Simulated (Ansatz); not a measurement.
# Direct or indirect: LaAgS2 (P-3m1)

```
La Ag S
1.0
     4.11919    0.00000    0.00000
    -2.05960    3.56732    0.00000
     0.00000    0.00000    6.61756
La Ag S
1 1 2
Direct
  0.00000 0.00000 0.00000
  0.00000 0.00000 0.50000
  0.66667 0.33333 0.74898
  0.33333 0.66667 0.25102
```

Method: Ansatz, PBE, independent particles, without spin-orbit coupling, line width 0.1 eV (Gaussian). The band structure gives a fundamental gap of 1.70 eV. The spectrum of vertical transitions near the edge:

```csv
E (eV),"Im ε, E ∥ xy","Im ε, E ∥ z"
1.20,0.00,0.00
1.32,0.00,0.00
1.44,0.00,0.00
1.56,0.02,0.04
1.68,0.47,0.68
1.80,2.05,2.25
1.92,3.57,3.36
2.04,4.56,4.11
2.16,5.24,4.67
2.28,5.75,4.99
2.40,6.31,5.06
2.52,6.94,4.85
2.64,6.57,4.24
2.76,6.10,3.94
2.88,6.36,4.32
3.00,7.47,5.00
```

Q: Is the gap direct or indirect, and about where do vertical transitions set in?

A: Direct: the band path has its least direct gap at the fundamental one, 1.70 eV, and the curves rise from there. Lines are broadened by 0.1 eV, which spreads the edge.

Note: cells built here by substitution need not match a known phase.

[Logs are printed without paths, hosts, clocks, repeated set-up lines and the standing remarks that a program may print on its own settings, such as how far it seeks lower states.]
